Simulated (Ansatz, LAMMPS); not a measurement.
# Squeezing and shearing Ga2O3 with crystalline order left by the classical run (100 atoms): runs compared

Aim: relax Ga2O3 with crystalline order left by the classical run (100 atoms), then change its volume and shape to read moduli from the stress.

Computed with Ansatz 0.2.0: Kohn-Sham DFT, PBE, PAW (set soft_1), plane waves.

## 1. The cell as built

The cell holds 100 atoms: 40 Ga and 60 O. Cell: a = 10.044 Å, b = 10.044 Å, c = 10.044 Å, α = 90.0°, β = 90.0°, γ = 90.0°. 100 atoms (40 Fe, 60 O) placed at random at 4.44 g/cm³, melted at 5000 K for 10 ps at fixed volume with the Morse and Coulomb pair potential with partial charges (Pedone, Malavasi, Menziani, Cormack and Segre, J. Phys. Chem. B 110, 11780 (2006)). Quenched from 5000 K to 300 K at 100 K/ps and fixed volume, held 10 ps at zero pressure, then minimised at fixed cell. Then Fe was replaced by Ga and the cell scaled by 1.003 (the potential has no terms for the new elements, so the cell is a start for a DFT relaxation).

What the set-up can't give: The quench rate of 100 K/ps is orders of magnitude faster than experiment, which tends to freeze in extra defects. The network of bonds at the start is that of the classical potential that made the cell, and needn't be the one that DFT or experiment would give. The Brillouin zone is sampled at Γ only.

## 2. The reference run

The reference is a single point at the end of the relaxation.

Every strained cell starts from the geometry of this run, and its atoms are relaxed with the cell held.

Its input, with most atom lines left out:

```yaml
crystal:
  lattice:
    - [9.74195, 0.11726, -0.20863]
    - [0.11726, 10.50721, 0.11823]
    - [-0.20863, 0.11823, 10.81465]
  atoms:
    - { symbol: Ga, position: [0.77977, 0.13568, 0.386] }
    - { symbol: Ga, position: [0.72193, 0.32664, 0.59714] }
    - { symbol: Ga, position: [0.24385, 0.69097, 0.07122] }
    - { symbol: Ga, position: [0.49137, 0.89357, 0.29415] }
    - { symbol: Ga, position: [0.4542, 0.74882, 0.56166] }
    - { symbol: Ga, position: [0.50373, 0.61934, 0.20358] }
    - { symbol: Ga, position: [0.26182, 0.44355, 0.95405] }
    [... atom lines 8 to 100 left out ...]
kpoints:
  mp_grid: { grid: [1, 1, 1] }
hamiltonian:
  xc: pbe
  pseudopotentials: { kind: paw, azcp: { folder: soft_1 } }
scf:
  occupations: { method: fixed }
output:
  forces: true
  stress: true
  populations: true
  dos:
    method: { smearing: { sigma: 0.1 } }
    de: 0.1
    projected: { site_lists: { Ga: [Ga], O: [O] } }
  eigenvalues: true
  write_density: true
  write_potential: true
  volumetric_format: npy
```

```
free energy per atom   : -1853.8865 eV/atom
r.m.s. force component : 0.00174 eV/Å
pressure               : -0.0006535 GPa
```

Filled and empty levels are parted by 1.58 eV (at Γ alone); a semilocal functional tends to put such gaps too low. In a disordered cell it changes from sample to sample, and tail or defect levels can set it.

## 3. The runs

Each row is one run, on 4 threads of Arm Neoverse V1, shared host. The free energy is the program's total, comparable only between runs with the same functional, potentials and atoms.

| run | atoms | outcome | ionic steps, all passes | free energy (eV) | time | host memory (GiB) |
| --- | --- | --- | --- | --- | --- | --- |
| Single point at the start | 100 | converged | - | -185380.928 | 32 s | 1.6 |
| Cell and atoms relaxed | 100 | converged | 26 | -185388.653 | 11 min | 1.7 |
| Single point at the relaxed geometry | 100 | converged | - | -185388.653 | 46 s | 1.8 |
| Volume -3 % | 100 | converged | 5 | -185388.296 | 2.4 min | 1.8 |
| Volume +3 % | 100 | converged | 6 | -185388.361 | 2.9 min | 1.8 |
| Volume -6 % | 100 | converged | 6 | -185387.131 | 2.8 min | 1.7 |
| Volume +6 % | 100 | converged | 7 | -185387.606 | 4.1 min | 1.9 |
| Volume -10 % | 100 | converged | 7 | -185384.017 | 3.4 min | 1.7 |
| Stretched by 1 % along x | 100 | converged | 4 | -185388.568 | 2.1 min | 1.8 |
| Compressed by 1 % along x | 100 | converged | 4 | -185388.562 | 1.9 min | 1.8 |
| Sheared by 2 % in xy | 100 | converged | 4 | -185388.600 | 1.9 min | 1.9 |

In some runs the program notes that the SCF threshold is loose for the stress.

## 4. Pressure against volume

Atoms are relaxed at each volume, in the scaled cell.

| volume change (%) | volume (Å³/atom) | energy change (meV/atom) | pressure (GPa) | largest move on relaxing (Å) | bonds | gap (eV) |
| --- | --- | --- | --- | --- | --- | --- |
| -10 | 9.956 | 46.36 | 14.81 | 0.45 | 219 | 2.25 |
| -6 | 10.399 | 15.22 | 7.90 | 0.23 | 212 | 1.93 |
| -3 | 10.731 | 3.57 | 3.55 | 0.14 | 210 | 1.74 |
| +0 | 11.062 | 0.00 | 0.00 | - | 207 | 1.58 |
| +3 | 11.394 | 2.93 | -2.67 | 0.25 | 202 | 1.41 |
| +6 | 11.726 | 10.47 | -4.58 | 0.43 | 198 | 1.27 |

## 5. Uniaxial strain and shear

Stress (GPa, compression positive) less that of the relaxed cell, atoms relaxed:

| strain | xx | yy | zz | xy | energy change (meV/atom) |
| --- | --- | --- | --- | --- | --- |
| stretched by 1 % along x | -2.398 | -0.584 | -0.445 | 0.149 | 0.86 |
| compressed by 1 % along x | 2.495 | 0.653 | 0.530 | -0.141 | 0.92 |
| sheared by 2 % in xy | 0.403 | 0.471 | 0.331 | -0.686 | 0.53 |

## 6. What came out

The bulk modulus, from the slope of pressure against ln V over the three points nearest the relaxed volume, is 104 GPa; a quadratic over all points gives a pressure derivative of about 7.1. The count of bonds runs from 198 to 219 over the series, so at some points contacts cross the cutoffs. The gap goes from 2.25 eV at the smallest volume to 1.27 eV at the largest, -6.0 eV per unit of ln V by a straight line, on the run's k-points. In the Cartesian axes of the cell, finite differences give C11 = 245, C12 = 61.8, C13 = 48.7 and C66 = 34.3 GPa (the shear of 2 % is the engineering strain, εxy = 0.01). The mean of C11, C12 and C13, which equals the bulk modulus in a cubic or isotropic solid, is 118 GPa: it lies 14 % over the bulk modulus from the volumes. For an isotropic solid C66 would equal (C11 − C12)/2 = 91.4 GPa; so small a sample needn't be isotropic, and C66 rests on one shear. The two differ too much for isotropic moduli to be formed.

**Limits.** Strains are finite and relaxations stop at the force tolerance of the input, which can leave moduli too stiff; they are those of a static cell at zero temperature. Volumes are changed with the cell's shape held, so in an anisotropic solid the modulus lies over the one under free hydrostatic load. The program notes that the SCF threshold of the relaxations is loose for the stress.

The DFT runs together took 34 min of wall time.

[Logs are printed without paths, hosts, clocks, repeated set-up lines and the standing remarks that a program may print on its own settings, such as how far it seeks lower states.]

[Hosts, paths, dates, database ids (printed as entryN), source tags and the programs' standing remarks are cut or masked in the printed files.]
